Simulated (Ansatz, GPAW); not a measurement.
**Mg/Cd(0001): work function by functional and basis**

Aim: the work function of both faces of Mg/Cd(0001), and its spread over functionals and bases.

Main program and level: GPAW 26.7.0 and Ansatz 0.2.0; Ansatz plane waves; slab in vacuum with a dipole correction, relaxation, in the first sound run; inputs show where later runs differ.

This is a report of a sequence of runs, with most program output left out.

## 1. Starting point

The cell holds 17 atoms: 16 Cd and 1 Mg. Cell: a = 5.960 Å, b = 5.960 Å, c = 24.879 Å, α = 90.0°, β = 90.0°, γ = 60.0°. Vacuum lies along c.

## 2. Relaxation

Forces are removed first; all later runs use this geometry. The lowest 8 atoms are held at bulk positions and keep their forces.

The input, input.yaml:

```yaml
crystal:
  lattice:
    - [5.96, 0.0, 0.0]
    - [2.98, 5.1615114066, 0.0]
    - [0.0, 0.0, 24.8788731682]
  atoms:
    - { symbol: Cd, position: [0.3333333334, 0.3333333334, 0.2813632254] }
    - { symbol: Cd, position: [0.0, 0.0, 0.3943160904] }
    - { symbol: Cd, position: [0.3333333334, 0.3333333334, 0.5072689553] }
    - { symbol: Cd, position: [0.0, 0.0, 0.6202218202] }
    - { symbol: Cd, position: [0.3333333334, 0.8333333334, 0.2813632254] }
    - { symbol: Cd, position: [0.0, 0.5, 0.3943160904] }
    - { symbol: Cd, position: [0.3333333334, 0.8333333334, 0.5072689553] }
    - { symbol: Cd, position: [0.0, 0.5, 0.6202218202] }
    - { symbol: Cd, position: [0.8333333334, 0.3333333334, 0.2813632254] }
    - { symbol: Cd, position: [0.5, 0.0, 0.3943160904] }
    - { symbol: Cd, position: [0.8333333334, 0.3333333334, 0.5072689553] }
    - { symbol: Cd, position: [0.5, 0.0, 0.6202218202] }
    - { symbol: Cd, position: [0.8333333334, 0.8333333334, 0.2813632254] }
    - { symbol: Cd, position: [0.5, 0.5, 0.3943160904] }
    - { symbol: Cd, position: [0.8333333334, 0.8333333334, 0.5072689553] }
    - { symbol: Cd, position: [0.5, 0.5, 0.6202218202] }
    - { symbol: Mg, position: [0.1666666667, 0.1666666667, 0.7186367746] }
kpoints:
  mp_grid: { grid: [6, 6, 1] }
hamiltonian:
  xc: pbe
scf:
  occupations: { method: fermi_dirac, width: 0.1 }
efield:
  axis: 3
  dipole_correction: true
  ramp_width: 0.05
relax:
  f_tol: 0.02
  max_steps: 60
  constraints: [{ sites: [0, 1, 4, 5, 8, 9, 12, 13] }]
output:
  write_potential: true
  write_density: true
  volumetric_format: npy
```

On the command line:

```sh
ansatz run input.yaml --threads 4 --pin off --max-ram 8192MiB --backend cpu --events-out ev --progress --plain --runs-dir out
```

The job ended after 3.6 min (4 threads of Arm Neoverse N1, shared host; peak memory 3.1 GiB).

The steps of the relaxation:

```tsv
step	energy less that of the first step (eV)	largest force component (eV/Å)
1	0.0000	0.3403
2	-0.0827	0.2050
3	-0.1142	0.0847
4	-0.1178	0.0110
5	-0.1178	0.0110
```

The run keeps the 6 symmetry operations that it works with, so distortions that break them were not tested.

The atoms that moved most (Å):

```tsv
atom	dx	dy	dz	length
Mg17	0.000	0.000	0.481	0.481
Cd4	-0.012	-0.007	0.298	0.299
Cd12	0.012	-0.007	0.298	0.299
Cd8	0.000	0.014	0.298	0.299
Cd16	0.000	0.000	0.279	0.279
Cd7	0.000	-0.002	0.184	0.184
Cd11	-0.002	0.001	0.184	0.184
Cd3	0.002	0.001	0.184	0.184
```

This step gave:

```
free energy             : -133993.3376 eV
smearing term TS        : 0.1211 eV
symmetry operations     : 6
upper work function     : 3.516 eV
lower work function     : 3.846 eV
dipole along the normal : 0.05595 e·Å
dipole field            : 0.01323 V/Å
vacuum level above      : 8.456 eV
vacuum level below      : 8.785 eV
```

The electrostatic potential energy of an electron (with the applied field's), less the Fermi level, planar mean oscillates, so the rows of the table below give means over windows of 2.9 Å about each position, cut where the curve ends. Its maxima inside the range that stand out by 2 % of the span (Å: eV): 8.4: 1.21, 11.3: 1.71, 14.2: 1.60, 17.3: 2.01. Its minima: 7.0: -11.0, 9.8: -11.1, 12.7: -11.1, 15.8: -11.2, 18.4: -1.20.

The electrostatic potential energy of an electron (with the applied field's), less the Fermi level, planar mean by z; means over each step:

```tsv
z (Å)	electrostatic potential energy of an electron (with the applied field's), less the Fermi level, planar mean (eV)
1.45	3.83
4.35	3.51
7.25	-4.52
10.15	-4.47
13.05	-4.50
15.95	-4.47
18.85	1.35
21.75	3.49
24.65	3.54
```

Valence density, planar mean against z:

z (Å), valence density, planar mean (e/Å³) and a bar:
```
      3.0       0.00 
      3.5       0.00 
      4.0       0.00 
      4.5       0.00 
      5.0       0.01 
      5.5       0.04 
      6.0       0.16 ##
      6.5       1.04 ############
      7.0       2.67 ##############################
      7.5       1.06 ############
      8.0       0.17 ##
      8.5       0.11 #
      9.0       0.32 ####
      9.5       1.86 #####################
     10.0       2.33 ##########################
     10.5       0.49 ######
     11.0       0.11 #
     11.5       0.10 #
     12.0       0.34 ####
     12.5       1.95 ######################
     13.0       2.25 #########################
     13.5       0.47 #####
     14.0       0.11 #
     14.5       0.11 #
     15.0       0.44 #####
     15.5       2.21 #########################
     16.0       1.99 ######################
     16.5       0.36 ####
     17.0       0.08 #
     17.5       0.04 
     18.0       0.18 ##
     18.5       0.37 ####
     19.0       0.04 
     19.5       0.01 
     20.0       0.01 
     20.5       0.00 
     21.0       0.00 
     21.5       0.00 
     22.0       0.00
```

The relaxation lowered the energy of the cell by 0.118 eV.

## 3. The slab's potential

With the geometry fixed, the planar mean of the potential gives the vacuum level on each side.

This step: GPAW, PAW setups; slab in vacuum (GPAW 26.7.0).

The input, run.py:

```python
import json
import numpy as np
from ase import Atoms
from gpaw import GPAW, PW

slab = Atoms(
    ['Cd', 'Cd', 'Cd', 'Cd', 'Cd', 'Cd', 'Cd', 'Cd', 'Cd', 'Cd', 'Cd', 'Cd', 'Cd', 'Cd', 'Cd', 'Cd', 'Mg'],
    positions=[
        [2.98000, 1.72050, 7.00000],
        [0.00000, 0.00000, 9.81014],
        [2.98158, 1.72142, 12.80457],
        [-0.01180, -0.00681, 15.72869],
        [4.47000, 4.30126, 7.00000],
        [1.49000, 2.58076, 9.81014],
        [4.47000, 4.29943, 12.80457],
        [1.49000, 2.59438, 15.72869],
        [5.96000, 1.72050, 7.00000],
        [2.98000, 0.00000, 9.81014],
        [5.95842, 1.72142, 12.80457],
        [2.99180, -0.00681, 15.72869],
        [7.45000, 4.30126, 7.00000],
        [4.47000, 2.58076, 9.81014],
        [7.45000, 4.30126, 12.73088],
        [4.47000, 2.58076, 15.70943],
        [1.49000, 0.86025, 18.35941]],
    cell=[[5.96, 0.0, 0.0], [2.98, 5.16151, 0.0], [0.0, 0.0, 24.87887]],
    pbc=[True, True, False])

slab.calc = GPAW(mode=PW(400), xc='PBE', kpts={'size': (6, 6, 1), 'gamma': True},
                 occupations={'name': 'fermi-dirac', 'width': 0.1}, nbands='200%',
                 convergence={'density': 1e-05}, maxiter=200,
                 poissonsolver={'dipolelayer': 'xy'},
                 symmetry={'tolerance': 1e-3}, txt='slab.txt')
result = {}
energy = slab.get_potential_energy()
fermi = slab.calc.get_fermi_level()
v = slab.calc.get_electrostatic_potential().mean((0, 1)) - fermi
n = slab.calc.get_pseudo_density().mean((0, 1))
L = slab.cell[2, 2]
z = np.arange(len(v)) * L / len(v)
low, high = slab.positions[:, 2].min(), slab.positions[:, 2].max()
below, above = np.interp([low - 4.8, high + 4.8], z, v)
slopes = [np.interp(x, z, np.gradient(v, z)) for x in (low - 4.8, high + 4.8)]
eps = np.array([[slab.calc.get_eigenvalues(k, s) for k in range(len(slab.calc.get_ibz_k_points()))]
                for s in range(slab.calc.get_number_of_spins())]) - fermi
top, bottom = eps[eps < 0].max(), eps[eps > 0].min()
dipole = slab.get_dipole_moment()[2]
print(f'energy {energy:.4f} eV, Fermi level {fermi:.4f} eV, dipole {dipole:.5f} e A')
print(f'potential 4.8 A off the faces, from the Fermi level: lower {below:.4f} eV, upper {above:.4f} eV')
print(f'slope of the potential there: lower {slopes[0]:.5f}, upper {slopes[1]:.5f} eV/A')
print(f'nearest levels on the mesh: {top:.4f} and {bottom:.4f} eV')
print('magnetic moment', round(slab.get_magnetic_moment(), 3))
result.update(energy=energy, fermi=fermi, dipole=dipole, below=below, above=above, slopes=slopes, edges=[top, bottom],
              z=z.tolist(), v=v.tolist(), n=n.tolist(), positions=slab.positions.tolist(),
              forces=slab.get_forces(apply_constraint=False).tolist(), moments=slab.get_magnetic_moments().tolist())
json.dump(result, open('result.json', 'w'))
```

On the command line:

```sh
OMP_NUM_THREADS=1 OPENBLAS_NUM_THREADS=1 python run.py
```

The job ended after 50 min (1 thread; peak memory 1.1 GiB).

Numbers from this step:

| Quantity | Value |
| --- | --- |
| dipole along the normal | 0.05768 e·Å |
| levels nearest the Fermi level on the mesh | -0.08021, 0.1166 eV from the Fermi level |
| upper work function | 3.522 eV |
| lower work function | 3.864 eV |

The electrostatic potential energy of an electron (without an applied field's), less the Fermi level, planar mean oscillates, so the rows of the table below give means over windows of 2.9 Å about each position, cut where the curve ends. Its maxima inside the range that stand out by 2 % of the span (Å: eV): 8.4: 1.23, 11.3: 1.74, 14.2: 1.60, 17.3: 2.03. Its minima: 7.0: -22.1, 9.8: -22.3, 12.8: -22.3, 15.8: -22.4, 18.3: -0.688.

Table of electrostatic potential energy of an electron (without an applied field's), less the Fermi level, planar mean by z; means over each step:

z (Å), electrostatic potential energy of an electron (without an applied field's), less the Fermi level, planar mean (eV) and a bar from the least value:
```
     1.45        3.9 ##############################
     4.35        3.5 #############################
     7.25       -7.3 
    10.15       -7.3 
    13.05       -7.3 
    15.95       -7.3 
    18.85        1.5 ########################
    21.75        3.5 #############################
    24.65        3.5 #############################
```

The pseudo valence density, planar mean oscillates, so the rows of the table below give means over windows of 2.8 Å about each position, cut where the curve ends. Its maxima inside the range that stand out by 2 % of the span (Å: e/Å³): 7.0: 1.51, 9.7: 1.49, 12.9: 1.48, 15.8: 1.52, 18.5: 0.418. Its minima: 8.3: 0.109, 11.4: 0.0899, 14.3: 0.0915, 17.6: 0.0445.

The pseudo valence density, planar mean by z; means over each step:

z (Å), pseudo valence density, planar mean (e/Å³) and a bar:
```
     1.40       0.00 
     4.20       0.01 
     7.00       0.55 ##############################
     9.80       0.55 ##############################
    12.60       0.55 ##############################
    15.40       0.55 ##############################
    18.20       0.13 #######
    21.00       0.00 
    23.80       0.00
```

Force by atom:

```tsv
atom	x (eV/Å)	y (eV/Å)	z (eV/Å)	size
Cd1	0.028	0.016	-0.100	0.105
Cd2	-0.020	-0.012	0.107	0.110
Cd3	-0.003	-0.002	0.002	0.005
Cd4	0.000	0.000	-0.001	0.001
Cd5	0.000	-0.033	-0.100	0.105
Cd6	0.000	0.024	0.107	0.110
Cd7	0.000	0.004	0.002	0.004
Cd8	0.000	0.000	-0.001	0.001
Cd9	-0.028	0.016	-0.100	0.105
Cd10	0.020	-0.012	0.107	0.110
Cd11	0.003	-0.002	0.002	0.004
Cd12	0.000	0.000	-0.001	0.001
Cd13	0.000	0.000	-0.091	0.091
Cd14	0.000	0.000	0.107	0.107
Cd15	0.000	0.000	-0.011	0.011
Cd16	0.000	0.000	-0.013	0.013
Mg17	0.000	0.000	-0.024	0.024
```

The potential is flat to 9.6e-4 eV/Å where it is read, so the vacuum is wide enough. The geometry is the other program's minimum; here the largest force on a free atom is 0.024 eV/Å.

## 4. Self-consistent run: xc = "vdW-DF2"

The same geometry under vdW-DF2, to see how far the functional moves the levels against the vacuum (the van der Waals functionals take revPBE setups).

run.py, as its differences from that of step 3:

```diff
@@ -28,3 +28,3 @@
 
-slab.calc = GPAW(mode=PW(400), xc='PBE', kpts={'size': (6, 6, 1), 'gamma': True},
+slab.calc = GPAW(mode=PW(400), xc='vdW-DF2', kpts={'size': (6, 6, 1), 'gamma': True},
                  occupations={'name': 'fermi-dirac', 'width': 0.1}, nbands='200%',
```

Run time: 47 min. Hardware: 1 thread; peak memory 1.5 GiB.

Numbers from this step:

```yaml
dipole_along_the_normal: 0.05916 e·Å
levels_nearest_the_fermi_level_on_the_mesh: -0.08964, 0.1467 eV from the Fermi level
upper_work_function: 3.842 eV
lower_work_function: 4.192 eV
```

The electrostatic potential energy of an electron (without an applied field's), less the Fermi level, planar mean oscillates, so the rows of the table below give means over windows of 2.9 Å about each position, cut where the curve ends. Its maxima inside the range that stand out by 2 % of the span (Å: eV): 8.4: 0.948, 11.3: 1.48, 14.2: 1.33, 17.3: 2.02. Its minima: 7.0: -22.2, 9.8: -22.4, 12.8: -22.3, 15.8: -22.4, 18.3: -0.512.

Table of electrostatic potential energy of an electron (without an applied field's), less the Fermi level, planar mean by z; means over each step:

```tsv
z (Å)	electrostatic potential energy of an electron (without an applied field's), less the Fermi level, planar mean (eV)
1.45	4.18
4.35	3.79
7.25	-7.42
10.15	-7.42
13.05	-7.45
15.95	-7.35
18.85	1.71
21.75	3.81
24.65	3.85
```

The pseudo valence density, planar mean oscillates, so the rows of the table below give means over windows of 2.8 Å about each position, cut where the curve ends. Its maxima inside the range that stand out by 2 % of the span (Å: e/Å³): 7.0: 1.51, 9.7: 1.49, 12.9: 1.49, 15.8: 1.52, 18.5: 0.419. Its minima: 8.3: 0.105, 11.4: 0.0863, 14.3: 0.0876, 17.6: 0.0438.

Table of pseudo valence density, planar mean by z; means over each step:

z (Å), pseudo valence density, planar mean (e/Å³) and a bar:
```
     1.40       0.00 
     4.20       0.01 
     7.00       0.55 ##############################
     9.80       0.55 ##############################
    12.60       0.55 ##############################
    15.40       0.55 ##############################
    18.20       0.13 #######
    21.00       0.00 
    23.80       0.00
```

Force by atom:

```tsv
atom	x (eV/Å)	y (eV/Å)	z (eV/Å)	size
Cd1	0.027	0.015	-0.426	0.427
Cd2	-0.014	-0.008	0.154	0.155
Cd3	-0.010	-0.006	-0.010	0.015
Cd4	-0.006	-0.003	0.197	0.197
Cd5	-0.001	-0.032	-0.426	0.427
Cd6	0.000	0.016	0.154	0.155
Cd7	-0.001	0.011	-0.010	0.015
Cd8	0.000	0.006	0.197	0.197
Cd9	-0.028	0.015	-0.426	0.427
Cd10	0.014	-0.008	0.154	0.155
Cd11	0.009	-0.006	-0.010	0.015
Cd12	0.005	-0.003	0.197	0.197
Cd13	-0.001	0.000	-0.419	0.419
Cd14	0.000	0.000	0.162	0.162
Cd15	-0.001	0.000	-0.013	0.013
Cd16	0.000	0.000	0.194	0.194
Mg17	0.000	0.000	0.311	0.311
```

The upper face's work function is 3.842 eV, against 3.522 eV in the first plane-wave PBE run at this geometry.

## 5. Self-consistent run: xc = "revPBE"

The same geometry under revPBE, to see how far the functional moves the levels against the vacuum.

run.py, as its differences from that of step 4:

```diff
@@ -28,3 +28,3 @@
 
-slab.calc = GPAW(mode=PW(400), xc='vdW-DF2', kpts={'size': (6, 6, 1), 'gamma': True},
+slab.calc = GPAW(mode=PW(400), xc='revPBE', kpts={'size': (6, 6, 1), 'gamma': True},
                  occupations={'name': 'fermi-dirac', 'width': 0.1}, nbands='200%',
```

Elapsed: 49 min, on 1 thread; peak memory 1.1 GiB.

This step gave:

```
dipole along the normal                    : 0.04170 e·Å
levels nearest the Fermi level on the mesh : -0.07813, 0.1136 eV from the Fermi level
upper work function                        : 3.472 eV
lower work function                        : 3.720 eV
```

The upper face's work function is 3.472 eV, against 3.522 eV in the first plane-wave PBE run at this geometry.

## 6. OptPBE vdW: xc = "optPBE-vdW"

The same geometry under optPBE-vdW, to see how far the functional moves the levels against the vacuum (the van der Waals functionals take revPBE setups).

run.py, as its differences from that of step 5:

```diff
@@ -28,3 +28,3 @@
 
-slab.calc = GPAW(mode=PW(400), xc='revPBE', kpts={'size': (6, 6, 1), 'gamma': True},
+slab.calc = GPAW(mode=PW(400), xc='optPBE-vdW', kpts={'size': (6, 6, 1), 'gamma': True},
                  occupations={'name': 'fermi-dirac', 'width': 0.1}, nbands='200%',
```

Elapsed: 49 min, on 1 thread; peak memory 1.5 GiB.

Numbers from this step:

```yaml
dipole_along_the_normal: 0.05929 e·Å
levels_nearest_the_fermi_level_on_the_mesh: -0.07897, 0.1266 eV from the Fermi level
upper_work_function: 3.687 eV
lower_work_function: 4.038 eV
```

Table of electrostatic potential energy of an electron (without an applied field's), less the Fermi level, planar mean by z:

z (Å), electrostatic potential energy of an electron (without an applied field's), less the Fermi level, planar mean (eV) and a bar from the least value:
```
      0.0        3.9 ##############################
      0.5        4.0 ##############################
      1.0        4.0 ##############################
      1.5        4.0 ##############################
      2.0        4.0 ##############################
      2.5        4.0 ##############################
      3.0        4.0 ##############################
      3.5        4.0 ##############################
      4.0        4.0 ##############################
      4.5        3.9 ##############################
      5.0        3.6 ##############################
      5.5        2.8 #############################
      6.0       -0.1 #########################
      6.5      -10.2 ##############
      7.0      -22.1 
      7.5      -10.3 #############
      8.0       -0.6 #########################
      8.5        1.1 ###########################
      9.0       -2.9 ######################
      9.5      -16.4 #######
     10.0      -19.8 ###
     10.5       -5.2 ###################
     11.0        0.9 ##########################
     11.5        1.3 ###########################
     12.0       -3.3 ######################
     12.5      -17.2 ######
     13.0      -19.2 ###
     13.5       -4.7 ####################
     14.0        1.0 ###########################
     14.5        1.0 ##########################
     15.0       -4.6 ####################
     15.5      -19.0 ####
     16.0      -17.5 #####
     16.5       -3.4 #####################
     17.0        1.4 ###########################
     17.5        1.9 ############################
     18.0        0.4 ##########################
     18.5       -0.4 #########################
     19.0        1.5 ###########################
     19.5        2.7 #############################
     20.0        3.3 #############################
     20.5        3.5 #############################
     21.0        3.6 ##############################
     21.5        3.7 ##############################
     22.0        3.7 ##############################
     22.5        3.7 ##############################
     23.0        3.7 ##############################
     23.5        3.7 ##############################
     24.0        3.7 ##############################
     24.5        3.7 ##############################
```

The upper face's work function is 3.687 eV, against 3.522 eV in the first plane-wave PBE run at this geometry.

## 7. Real-space grid: mode = "fd"

A real-space grid is a second complete basis, so it checks the plane-wave result.

run.py, as its differences from that of step 6:

```diff
@@ -3,3 +3,3 @@
 from ase import Atoms
-from gpaw import GPAW, PW
+from gpaw import GPAW
 
@@ -28,3 +28,3 @@
 
-slab.calc = GPAW(mode=PW(400), xc='optPBE-vdW', kpts={'size': (6, 6, 1), 'gamma': True},
+slab.calc = GPAW(mode='fd', h=0.18, xc='PBE', kpts={'size': (6, 6, 1), 'gamma': True},
                  occupations={'name': 'fermi-dirac', 'width': 0.1}, nbands='200%',
```

The job ended after 3.5 h (1 thread; peak memory 6 GiB).

This step gave:

* dipole along the normal: 0.05818 e·Å
* levels nearest the Fermi level on the mesh: -0.08021, 0.1159 eV from the Fermi level
* upper work function: 3.521 eV
* lower work function: 3.863 eV

Electrostatic potential energy of an electron (without an applied field's), less the Fermi level, planar mean against z:

```tsv
z (Å)	electrostatic potential energy of an electron (without an applied field's), less the Fermi level, planar mean (eV)
0.0	3.69
0.5	3.86
1.0	3.86
1.5	3.86
2.0	3.86
2.5	3.86
3.0	3.86
3.5	3.85
4.0	3.84
4.5	3.77
5.0	3.53
5.5	2.73
6.0	-0.119
6.5	-10.1
7.0	-22.2
7.5	-10.3
8.0	-0.514
8.5	1.14
9.0	-2.85
9.5	-16.5
10.0	-19.9
10.5	-5.15
11.0	1.01
11.5	1.39
12.0	-3.27
12.5	-17.2
13.0	-19.2
13.5	-4.61
14.0	1.08
14.5	1.07
15.0	-4.51
15.5	-19.0
16.0	-17.5
16.5	-3.41
17.0	1.43
17.5	1.92
18.0	0.354
18.5	-0.504
19.0	1.41
19.5	2.63
20.0	3.18
20.5	3.40
21.0	3.48
21.5	3.51
22.0	3.52
22.5	3.52
23.0	3.52
23.5	3.52
24.0	3.52
24.5	3.52
```

The upper face's work function is 3.521 eV, against 3.522 eV in the first plane-wave PBE run at this geometry.

## 8. All levels side by side

Times are for 1 thread of Arm Neoverse N1, shared host. The runs compared:

```tsv
no.	run	upper work function (eV)	lower work function (eV)	time	memory (GiB)
1	pw	3.522	3.864	50 min	1.1
2	vdW DF2	3.842	4.192	47 min	1.5
3	revPBE	3.472	3.720	49 min	1.1
4	optPBE vdW	3.687	4.038	49 min	1.5
5	fd	3.521	3.863	3.5 h	6.0
```

(Continued in part 2 of 2.)

[Logs are printed without paths, hosts, clocks, repeated set-up lines and the standing remarks that a program may print on its own settings, such as how far it seeks lower states.]

[Hosts, paths, dates, database ids (printed as entryN), source tags and the programs' standing remarks are cut or masked in the printed files.]
